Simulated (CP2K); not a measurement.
The C K edge of fluoropyrazine was computed by TDDFT (CP2K XAS_TDP, aug-cc-pVDZ, TDA) at these levels: BHandHLYP, PBEh(45%) and PBEh(45%) + GW2X. The first three lines of C2 (bonded to C, F and N) with a strength over 0.0015, energy in eV and strength:

```csv
run,first,second,third
1,285.86 (0.064),287.80 (0.004),289.58 (0.051)
2,289.55 (0.058),291.15 (0.005),293.31 (0.046)
3,283.78 (0.059),285.38 (0.005),287.55 (0.047)
```

Which run is which?

Run 1: BHandHLYP (50 % exact exchange). Run 2: PBEh(45%) + GW2X (45 % exact exchange). Run 3: PBEh(45%) (45 % exact exchange). Self-interaction lifts the core level, so the uncorrected lines rise with the share of exact exchange. The GW2X run keeps the spacings of its parent: 1.60 eV between the first two lines in run 2, 1.60 eV in run 3. Its shift is +5.77 eV, since the Kohn–Sham level at this share of exchange lies that far above the quasiparticle level.

[Banner, clock and machine lines of the logs are left out without a mark of their own.]

[Logs are printed without paths, hosts, clocks, repeated set-up lines and the standing remarks that a program may print on its own settings, such as how far it seeks lower states.]

[Hosts, paths, dates, database ids (printed as entryN), source tags and the programs' standing remarks are cut or masked in the printed files.]
